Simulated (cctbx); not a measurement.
## Ti9B8Ru18Pt2 with cctbx, script by script

Library: cctbx 2025.11. The data are simulated by the first script.

## 1. Simulate the data

run.py:

```python
from cctbx import adptbx, crystal, miller, sgtbx, xray
from cctbx.array_family import flex
from iotbx.shelx import hklf
from scitbx import matrix
import scitbx.random

cs = crystal.symmetry(unit_cell=(17.43, 17.43, 3.042, 90, 90, 90), space_group_symbol='Hall: -P 4 2ab')  # P4/mbm
atoms = [  # label, site, U (iso, or U11 U22 U33 U12 U13 U23 in A^2), occupancy
    ("Pt1", (0.0504, 0.5504, 0.5), (0.0054, 0.0054, 0.0055, 0.0004, 0.0000, 0.0000), 1),
    ("Ru1", (0.5708, 0.3999, 0), (0.0055, 0.0049, 0.0050, 0.0000, 0.0000, 0.0000), 1),
    ("Ru2", (0.7129, 0.3341, 0), (0.0057, 0.0058, 0.0060, -0.0001, 0.0000, 0.0000), 1),
    ("Ru3", (0.4479, 0.1709, 0), (0.0047, 0.0050, 0.0053, -0.0004, 0.0000, 0.0000), 1),
    ("Ru4", (0.0849, 0.4151, 0), (0.0046, 0.0046, 0.0052, 0.0001, 0.0000, 0.0000), 1),
    ("Ru5", (0.5808, 0.2461, 0), (0.0045, 0.0046, 0.0044, -0.0002, 0.0000, 0.0000), 1),
    ("Ti1", (0.1733, 0.6733, 0.5), (0.0076, 0.0076, 0.0075, -0.0000, 0.0000, 0.0000), 1),
    ("Ti2", (0.4678, 0.3119, 0.5), (0.0056, 0.0046, 0.0058, -0.0010, 0.0000, 0.0000), 1),
    ("Ti3", (0.5, 0.5, 0.5), (0.0080, 0.0080, 0.0069, 0.0000, 0.0000, 0.0000), 1),
    ("Ti4", (0.1969, 0.3031, 0.5), (0.0076, 0.0076, 0.0080, 0.0003, 0.0000, 0.0000), 1),
    ("B1", (0.5399, 0.163, 0.5), (0.0095, 0.0104, 0.0089, 0.0011, 0.0000, 0.0000), 1),
    ("B2", (0.6228, 0.3283, 0.5), (0.0087, 0.0085, 0.0097, 0.0000, 0.0000, 0.0000), 1),
]
xs = xray.structure(crystal_symmetry=cs)
for label, site, u, occ in atoms:
    u = adptbx.u_cif_as_u_star(cs.unit_cell(), u) if isinstance(u, tuple) else u
    xs.add_scatterer(xray.scatterer(label, site=site, u=u, occupancy=occ))
xs.set_inelastic_form_factors(0.56087, "sasaki")
xs.show_summary()
p1 = xs.expand_to_p1()
ms = miller.build_set(p1, anomalous_flag=True, d_min=1.1)
flex.set_random_seed(434281)
scitbx.random.set_random_seed(434281)
ms = ms.select(flex.random_double(ms.size()) < 0.95)
i = ms.structure_factors_from_scatterers(p1, algorithm="direct").f_calc().as_intensity_array().data()
i = i * 40000 / flex.max(i)
sig = flex.sqrt(i + flex.pow2(0.04 * i) + 4 ** 2)
noise = scitbx.random.variate(scitbx.random.normal_distribution())(i.size())
data = ms.array(data=i + sig * noise, sigmas=sig).set_observation_type_xray_intensity()
with open("data.hkl", "w") as f:
    data.export_as_shelx_hklf(f)
print("reflections written:", data.size(), " <I/sigma> = %.1f" % flex.mean(data.data() / data.sigmas()))
for h, a, b in list(data.sort("data"))[:12]:
    print("%4d%4d%4d %9.1f %7.1f" % (h + (a, b)))
```

```console
$ python run.py
```

```text
Number of scatterers: 12
At special positions: 12
Unit cell: (17.43, 17.43, 3.042, 90, 90, 90)
Space group: P 4/m b m (No. 127)
reflections written: 2756  <I/sigma> = 11.8
   0   0   2   40558.0  1612.5
   0   0  -2   40036.4  1612.5
   4  -5   1   13053.3   499.5
   4  -5  -1   12856.8   499.5
  -4   5   1   12698.1   499.5
   4   5   1   12598.5   499.5
   5  -4   1   12480.6   499.5
  -5   4   1   12388.1   499.5
  -4   5  -1   12210.4   499.5
  -5   4  -1   12141.4   499.5
  -4  -5  -1   11991.5   499.5
   5   4   1   11969.1   499.5
```

It took 0.32 s on 1 thread of Intel(R) Xeon(R) Platinum 8259CL CPU @ 2.50GHz (Skylake/Cascade Lake), with other jobs on the host, peak memory 0.07 GiB.

## 2. Refinement (right model)

run.py:

```python
import math
from cctbx import adptbx, crystal, maptbx, sgtbx, xray
from cctbx.array_family import flex
from cctbx.xray import observations
from iotbx.shelx import hklf
from scitbx.lstbx import normal_eqns_solving
from smtbx import absolute_structure, utils
from smtbx.refinement import constraints, least_squares

cs = crystal.symmetry(unit_cell=(17.43, 17.43, 3.042, 90, 90, 90), space_group_symbol='Hall: -P 4 2ab')  # P4/mbm
atoms = [  # label, site, U (iso, or U11 U22 U33 U12 U13 U23 in A^2), occupancy
    ("Pt1", (0.049, 0.549, 0.5), 0.0200, 1),
    ("Ru1", (0.5715, 0.401, 0), 0.0200, 1),
    ("Ru2", (0.7135, 0.3329, 0), 0.0200, 1),
    ("Ru3", (0.4469, 0.1689, 0), 0.0200, 1),
    ("Ru4", (0.0846, 0.4154, 0), 0.0200, 1),
    ("Ru5", (0.5802, 0.2473, 0), 0.0200, 1),
    ("Ti1", (0.1741, 0.6741, 0.5), 0.0200, 1),
    ("Ti2", (0.467, 0.3101, 0.5), 0.0200, 1),
    ("Ti3", (0.5, 0.5, 0.5), 0.0200, 1),
    ("Ti4", (0.1966, 0.3034, 0.5), 0.0200, 1),
    ("B1", (0.541, 0.1632, 0.5), 0.0200, 1),
    ("B2", (0.6238, 0.3263, 0.5), 0.0200, 1),
]
xs = xray.structure(crystal_symmetry=cs)
for label, site, u, occ in atoms:
    u = adptbx.u_cif_as_u_star(cs.unit_cell(), u) if isinstance(u, tuple) else u
    xs.add_scatterer(xray.scatterer(label, site=site, u=u, occupancy=occ))
xs.set_inelastic_form_factors(0.56087, "sasaki")
raw = hklf.reader(file_name="data.hkl").as_miller_arrays(crystal_symmetry=cs, anomalous=True)[0]
merged = raw.eliminate_sys_absent().merge_equivalents()
fo2 = merged.array().set_observation_type_xray_intensity()
print("Rint %.3f, %d unique reflections to %.2f A" % (merged.r_int(), fo2.size(), fo2.d_min()))
for sc in xs.scatterers():
    sc.flags.set_grad_site(True)
    sc.flags.set_grad_u_aniso(sc.flags.use_u_aniso())
    sc.flags.set_grad_u_iso(sc.flags.use_u_iso())
obs = fo2.as_xray_observations()
extra = {}
rep = constraints.reparametrisation(xs, [], utils.connectivity_table(xs), **extra)
ls = least_squares.crystallographic_ls(obs, rep, weighting_scheme=least_squares.mainstream_shelx_weighting(a=0, b=0))
print("cycle     R1     wR2    GooF  max shift (A)")
for cycle in range(8):
    ls.build_up()
    r1, wr2, goof = ls.r1_factor(cutoff_factor=2)[0], ls.wR2(), ls.goof()
    old = xs.sites_cart()
    normal_eqns_solving.levenberg_marquardt_iterations(ls, n_max_iterations=3, tau=1e-06, step_threshold=1e-7)
    big = flex.max((xs.sites_cart() - old).norms())
    print("%4d %7.4f %7.4f %7.3f %9.5f" % (cycle + 1, r1, wr2, goof, big))
    ls.build_up(objective_only=True)
    if abs(ls.wR2() - wr2) < 5e-5 and big < 5e-4:
        break
ls.build_up()
print("final R1 %.4f wR2 %.4f GooF %.3f  parameters %d  data/parameter %.1f" % (ls.r1_factor(cutoff_factor=2)[0], ls.wR2(), ls.goof(), ls.n_parameters, fo2.size() / ls.n_parameters))
cov = ls.covariance_matrix_and_annotations()
su = dict(zip(cov.annotations, (math.sqrt(max(v, 0)) for v in cov.matrix.matrix_packed_u_diagonal())))
a2 = cs.unit_cell().reciprocal_parameters()[0] ** -2
print("atom        x        y        z      Ueq    occ   su(xyz)  su(Uiso or U11)")
for sc in xs.scatterers():
    s = max(su.get(sc.label + k, 0) for k in (".x", ".y", ".z"))
    npd = "" if sc.is_positive_definite_u(cs.unit_cell()) else "  NPD"
    print("%-5s %8.5f %8.5f %8.5f %8.4f %6.3f %8.5f %7.4f%s" % ((sc.label,) + sc.site + (sc.u_iso_or_equiv(cs.unit_cell()), sc.occupancy, s, su.get(sc.label + ".uiso", su.get(sc.label + ".u11", 0) * a2), npd)))
fo = fo2.f_sq_as_f()
fc = fo.structure_factors_from_scatterers(xs, algorithm="direct").f_calc()
diff = fo.f_obs_minus_f_calc(1 / math.sqrt(ls.scale_factor()), fc).average_bijvoet_mates()
m = diff.fft_map(symmetry_flags=maptbx.use_space_group_symmetry, resolution_factor=0.25).apply_volume_scaling()
print("difference map: max %.2f min %.2f rms %.2f" % (m.statistics().max(), m.statistics().min(), m.statistics().sigma()))
peaks = m.peak_search(parameters=maptbx.peak_search_parameters(min_distance_sym_equiv=0.6, max_clusters=6)).all()
near = xs.closest_distances(peaks.sites(), distance_cutoff=4)
sps = cs.special_position_settings(min_distance_sym_equiv=0.5)
for k, (x, h) in enumerate(zip(peaks.sites(), peaks.heights())):
    ss = sps.site_symmetry(x)
    print("Q%-3d %7.4f %7.4f %7.4f %4d %7.2f  %.2f A from %s" % ((k + 1,) + tuple(t % 1 for t in ss.exact_site()) + (ss.multiplicity(), h, near.smallest_distances[k], xs.scatterers()[near.i_seqs[k]].label)))
```

```console
$ python run.py
```

```text
Rint 0.038, 246 unique reflections to 1.10 A
cycle     R1     wR2    GooF  max shift (A)
   1  0.0935  0.2207  10.392   0.04884
   2  0.0081  0.0202   0.951   0.00006
final R1 0.0081 wR2 0.0202 GooF 0.951  parameters 30  data/parameter 8.2
atom        x        y        z      Ueq    occ   su(xyz)  su(Uiso or U11)
Pt1    0.05041  0.55041  0.50000   0.0055  1.000  0.00001  0.0002
Ru1    0.57081  0.39987  0.00000   0.0053  1.000  0.00004  0.0002
Ru2    0.71288  0.33409  0.00000   0.0059  1.000  0.00004  0.0002
Ru3    0.44795  0.17082  0.00000   0.0047  1.000  0.00004  0.0002
Ru4    0.08492  0.41508  0.00000   0.0051  1.000  0.00004  0.0003
Ru5    0.58088  0.24612  0.00000   0.0048  1.000  0.00004  0.0002
Ti1    0.17326  0.67326  0.50000   0.0069  1.000  0.00006  0.0005
Ti2    0.46779  0.31188  0.50000   0.0052  1.000  0.00006  0.0003
Ti3    0.50000  0.50000  0.50000   0.0082  1.000  0.00000  0.0006
Ti4    0.19690  0.30310  0.50000   0.0075  1.000  0.00007  0.0004
B1     0.53949  0.16226  0.50000   0.0132  1.000  0.00045  0.0021
B2     0.62271  0.32888  0.50000   0.0123  1.000  0.00045  0.0021
difference map: max 0.37 min -0.41 rms 0.09
Q1    0.0258  0.2003  0.5000    8    0.38  1.03 A from Ti2
Q2    0.1122  0.6122  0.0000    4    0.35  1.46 A from Ru3
Q3    0.1233  0.6233  0.5000    4    0.34  1.23 A from Ti1
Q4    0.1730  0.3270  0.0000    4    0.32  1.63 A from Ti4
Q5    0.2377  0.2623  0.5000    4    0.30  1.01 A from Ti4
Q6    0.0302  0.3577  0.0000    8    0.29  1.38 A from Ru4
```

Time: 0.43 s.

## 3. Simulate the data

run.py, as its changes from the last script of this kind:

```diff
@@ -29 +29 @@
-ms = miller.build_set(p1, anomalous_flag=True, d_min=1.1)
+ms = miller.build_set(p1, anomalous_flag=True, d_min=0.84)
```

```console
$ python run.py
```

```text
Number of scatterers: 12
At special positions: 12
Unit cell: (17.43, 17.43, 3.042, 90, 90, 90)
Space group: P 4/m b m (No. 127)
reflections written: 6263  <I/sigma> = 10.9
   0   0  -2   40029.9  1612.5
   0   0   2   38885.0  1612.5
   5   4  -1   12617.5   499.5
  -4   5   1   12486.1   499.5
   4  -5   1   12450.2   499.5
  -4   5  -1   12398.3   499.5
   5   4   1   12309.5   499.5
  -5  -4   1   12254.5   499.5
   5  -4  -1   12156.4   499.5
  -5   4  -1   12138.7   499.5
   4   5   1   12057.7   499.5
  -5   4   1   12022.8   499.5
```

Time: 0.35 s.

## 4. Refinement (right model)

run.py, as its changes from the last script of this kind:

```diff
@@ -12,6 +12,6 @@
-    ("Pt1", (0.049, 0.549, 0.5), 0.0200, 1),
-    ("Ru1", (0.5715, 0.401, 0), 0.0200, 1),
-    ("Ru2", (0.7135, 0.3329, 0), 0.0200, 1),
-    ("Ru3", (0.4469, 0.1689, 0), 0.0200, 1),
-    ("Ru4", (0.0846, 0.4154, 0), 0.0200, 1),
-    ("Ru5", (0.5802, 0.2473, 0), 0.0200, 1),
+    ("Pt1", (0.0506, 0.5506, 0.5), 0.0200, 1),
+    ("Ru1", (0.5704, 0.4013, 0), 0.0200, 1),
+    ("Ru2", (0.7139, 0.334, 0), 0.0200, 1),
+    ("Ru3", (0.4497, 0.1692, 0), 0.0200, 1),
+    ("Ru4", (0.0852, 0.4148, 0), 0.0200, 1),
+    ("Ru5", (0.5809, 0.2468, 0), 0.0200, 1),
@@ -19 +19 @@
-    ("Ti2", (0.467, 0.3101, 0.5), 0.0200, 1),
+    ("Ti2", (0.4683, 0.3103, 0.5), 0.0200, 1),
@@ -21,3 +21,3 @@
-    ("Ti4", (0.1966, 0.3034, 0.5), 0.0200, 1),
-    ("B1", (0.541, 0.1632, 0.5), 0.0200, 1),
-    ("B2", (0.6238, 0.3263, 0.5), 0.0200, 1),
+    ("Ti4", (0.1972, 0.3028, 0.5), 0.0200, 1),
+    ("B1", (0.5395, 0.1662, 0.5), 0.0200, 1),
+    ("B2", (0.6221, 0.3286, 0.5), 0.0200, 1),
@@ -29,0 +30 @@
+xs.convert_to_anisotropic()
```

```console
$ python run.py
```

```text
Rint 0.041, 521 unique reflections to 0.84 A
cycle     R1     wR2    GooF  max shift (A)
   1  0.1178  0.2575  11.632   0.05261
   2  0.0093  0.0207   0.936   0.00089
   3  0.0093  0.0207   0.936   0.00003
final R1 0.0093 wR2 0.0207 GooF 0.936  parameters 60  data/parameter 8.7
atom        x        y        z      Ueq    occ   su(xyz)  su(Uiso or U11)
Pt1    0.05039  0.55039  0.50000   0.0055  1.000  0.00001  0.0001
Ru1    0.57081  0.39991  0.00000   0.0052  1.000  0.00002  0.0002
Ru2    0.71287  0.33407  0.00000   0.0058  1.000  0.00002  0.0002
Ru3    0.44789  0.17088  0.00000   0.0052  1.000  0.00002  0.0002
Ru4    0.08491  0.41509  0.00000   0.0048  1.000  0.00002  0.0002
Ru5    0.58079  0.24610  0.00000   0.0046  1.000  0.00002  0.0002
Ti1    0.17328  0.67328  0.50000   0.0076  1.000  0.00004  0.0003
Ti2    0.46781  0.31187  0.50000   0.0055  1.000  0.00004  0.0003
Ti3    0.50000  0.50000  0.50000   0.0080  1.000  0.00000  0.0004
Ti4    0.19681  0.30319  0.50000   0.0082  1.000  0.00004  0.0003
B1     0.53974  0.16314  0.50000   0.0089  1.000  0.00026  0.0020
B2     0.62240  0.32802  0.50000   0.0105  1.000  0.00025  0.0022
difference map: max 0.79 min -0.61 rms 0.14
Q1    0.0000  0.5000  0.1800    4    0.81  1.58 A from Pt1
Q2    0.1575  0.6575  0.0000    4    0.60  1.57 A from Ti1
Q3    0.1761  0.3239  0.3070    8    0.60  0.78 A from Ti4
Q4    0.1480  0.3520  0.0000    4    0.59  1.56 A from Ru4
Q5    0.1913  0.6913  0.2972    8    0.52  0.76 A from Ti1
Q6    0.0091  0.3766  0.5000    8    0.50  0.87 A from B1
```

Time: 0.5 s.

## 5. Simulate the data

run.py, as its changes from the last script of this kind:

```diff
@@ -29 +29 @@
-ms = miller.build_set(p1, anomalous_flag=True, d_min=0.84)
+ms = miller.build_set(p1, anomalous_flag=True, d_min=0.6)
```

```console
$ python run.py
```

```text
Number of scatterers: 12
At special positions: 12
Unit cell: (17.43, 17.43, 3.042, 90, 90, 90)
Space group: P 4/m b m (No. 127)
reflections written: 16955  <I/sigma> = 9.2
   0   0  -2   40010.7  1612.5
   0   0   2   39128.3  1612.5
   5  -4  -1   13003.0   499.5
   4   5   1   12884.8   499.5
  -4  -5  -1   12878.5   499.5
  -4  -5   1   12586.0   499.5
   5   4   1   12471.8   499.5
   4  -5  -1   12294.7   499.5
   8   0   0   12254.9   470.4
  -4   5   1   12167.8   499.5
  -5  -4  -1   12146.9   499.5
  -5   4  -1   12116.2   499.5
```

Time: 0.48 s.

## 6. Refinement (right model)

run.py, as its changes from the last script of this kind:

```diff
@@ -12,8 +12,8 @@
-    ("Pt1", (0.0506, 0.5506, 0.5), 0.0200, 1),
-    ("Ru1", (0.5704, 0.4013, 0), 0.0200, 1),
-    ("Ru2", (0.7139, 0.334, 0), 0.0200, 1),
-    ("Ru3", (0.4497, 0.1692, 0), 0.0200, 1),
-    ("Ru4", (0.0852, 0.4148, 0), 0.0200, 1),
-    ("Ru5", (0.5809, 0.2468, 0), 0.0200, 1),
-    ("Ti1", (0.1741, 0.6741, 0.5), 0.0200, 1),
-    ("Ti2", (0.4683, 0.3103, 0.5), 0.0200, 1),
+    ("Pt1", (0.0509, 0.5509, 0.5), 0.0200, 1),
+    ("Ru1", (0.5702, 0.3957, 0), 0.0200, 1),
+    ("Ru2", (0.7123, 0.3348, 0), 0.0200, 1),
+    ("Ru3", (0.4499, 0.1701, 0), 0.0200, 1),
+    ("Ru4", (0.084, 0.416, 0), 0.0200, 1),
+    ("Ru5", (0.5811, 0.2463, 0), 0.0200, 1),
+    ("Ti1", (0.1742, 0.6742, 0.5), 0.0200, 1),
+    ("Ti2", (0.4687, 0.3109, 0.5), 0.0200, 1),
@@ -21,3 +21,3 @@
-    ("Ti4", (0.1972, 0.3028, 0.5), 0.0200, 1),
-    ("B1", (0.5395, 0.1662, 0.5), 0.0200, 1),
-    ("B2", (0.6221, 0.3286, 0.5), 0.0200, 1),
+    ("Ti4", (0.1975, 0.3025, 0.5), 0.0200, 1),
+    ("B1", (0.5411, 0.1629, 0.5), 0.0200, 1),
+    ("B2", (0.6251, 0.3271, 0.5), 0.0200, 1),
```

```console
$ python run.py
```

```text
Rint 0.047, 1327 unique reflections to 0.60 A
cycle     R1     wR2    GooF  max shift (A)
   1  0.2218  0.4508  17.671   0.07372
   2  0.0103  0.0241   0.946   0.00157
   3  0.0103  0.0241   0.946   0.00016
final R1 0.0103 wR2 0.0241 GooF 0.946  parameters 60  data/parameter 22.1
atom        x        y        z      Ueq    occ   su(xyz)  su(Uiso or U11)
Pt1    0.05040  0.55040  0.50000   0.0054  1.000  0.00000  0.0000
Ru1    0.57078  0.39989  0.00000   0.0052  1.000  0.00001  0.0001
Ru2    0.71289  0.33410  0.00000   0.0058  1.000  0.00001  0.0001
Ru3    0.44788  0.17090  0.00000   0.0050  1.000  0.00001  0.0001
Ru4    0.08487  0.41513  0.00000   0.0047  1.000  0.00001  0.0001
Ru5    0.58080  0.24610  0.00000   0.0045  1.000  0.00001  0.0001
Ti1    0.17334  0.67334  0.50000   0.0077  1.000  0.00002  0.0001
Ti2    0.46780  0.31191  0.50000   0.0053  1.000  0.00002  0.0001
Ti3    0.50000  0.50000  0.50000   0.0077  1.000  0.00000  0.0002
Ti4    0.19690  0.30310  0.50000   0.0078  1.000  0.00002  0.0001
B1     0.54013  0.16329  0.50000   0.0099  1.000  0.00015  0.0009
B2     0.62278  0.32858  0.50000   0.0091  1.000  0.00015  0.0009
difference map: max 0.92 min -1.16 rms 0.22
Q1    0.1807  0.6807  0.0000    4    0.95  1.53 A from Ti1
Q2    0.0646  0.4354  0.0000    4    0.95  0.50 A from Ru4
Q3    0.0873  0.2141  0.0000    8    0.93  0.70 A from Ru5
Q4    0.0851  0.7854  0.5000    8    0.92  1.03 A from Ti2
Q5    0.2180  0.7592  0.0000    8    0.90  1.03 A from Ru2
Q6    0.0237  0.5237  0.5000    4    0.85  0.66 A from Pt1
```

Run time: 0.62 s on 1 thread of Intel(R) Xeon(R) Platinum 8259CL CPU @ 2.50GHz (Skylake/Cascade Lake), on a shared host, peak memory 0.1 GiB.

[Logs are printed without paths, hosts, clocks, repeated set-up lines and the standing remarks that a program may print on its own settings, such as how far it seeks lower states.]
